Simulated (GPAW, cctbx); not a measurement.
# SnPb2: what bonding does to one electron reflection, worked out

SnPb2, Fd-3m (no. 227, origin choice 1), a = 9.2401 Å, b = 9.2401 Å, c = 9.2401 Å, α = 90.00°, β = 90.00°, γ = 90.00°.

```
atom  mult.    x    y    z
 Pb1     16  3/8  1/8  7/8
 Sn1      8  1/4  3/4  3/4
```

The cell comes from substitution in a known structure type and wasn't matched to any measured phase.

A DFT run (GPAW, PBE, 450 eV, 5×5×5 k-points, Fermi–Dirac width 0.1 eV) gives the static X-ray structure factor of 111 as 359.769 e for the conventional cell; superposed free atoms give 359.510 e. **Problem.** Find the Fourier component V of the crystal potential and the two-beam extinction distance at 120 kV in both cases.

**1. Geometry**

The cell volume is Ω = 788.92 Å³ and d(111) = 5.3348 Å, so g = 1/d = 0.1874 Å⁻¹.

**2. The nuclei**

Electrons feel nuclei as well as electrons, so the nuclear charges are summed with the same phases.

Phase sums Σ exp(2πi h·x), turned so that the total is real and positive: Pb +8.000, Sn -5.657. Then F_Z = 82 × (+8.000) + 50 × (-5.657) = 373.16 e. The electron term has the same sign for this reflection.

**3. Mott–Bethe**

Poisson's equation, term by term, gives V = (e/4πε₀)(F_Z − F)/(πΩg²), with e/4πε₀ = 14.3996 V Å.

The prefactor is 14.3996 × 5.3348²/(π × 788.92) = 0.16535 V per electron. Free atoms: (373.16 − 359.510) × 0.16535 = 2.257 V. Crystal: (373.16 − 359.769) × 0.16535 = 2.214 V. F changes by +0.07 % and V by -1.9 %: the same 0.26 e is measured against F_Z − F = 13.6 e in place of F = 359.5 e.

**4. Extinction distance**

In the two-beam case ξ = 1/(λU) with U = 2γm₀eV/h², that is ξ = 150.41 V Å²/(γλV).

At 120 kV, λ = 0.03349 Å and γ = 1.2348. Free atoms: ξ = 1612 Å. Crystal: ξ = 1643 Å. The thickness fringes go as sin²(πt/ξ), so the two patterns slip by a quarter of a period when t|1/ξ₁ − 1/ξ₀| = 1/4, at t ≈ 2123 nm, thicker than usual samples. Thermal motion, absorption and many-beam coupling, left out here, change a real pattern.

**5. Answer**

V(111) is 2.21 V against 2.26 V, and ξ is 1643 against 1612 Å. Limits: static atoms, two beams.

[Outputs are excerpts: Python notices, other lines and further rows are left out; steps that failed or that the build refused (PBEsol, TPSS) are not shown.]

[Logs are printed without paths, hosts, clocks, repeated set-up lines and the standing remarks that a program may print on its own settings, such as how far it seeks lower states.]
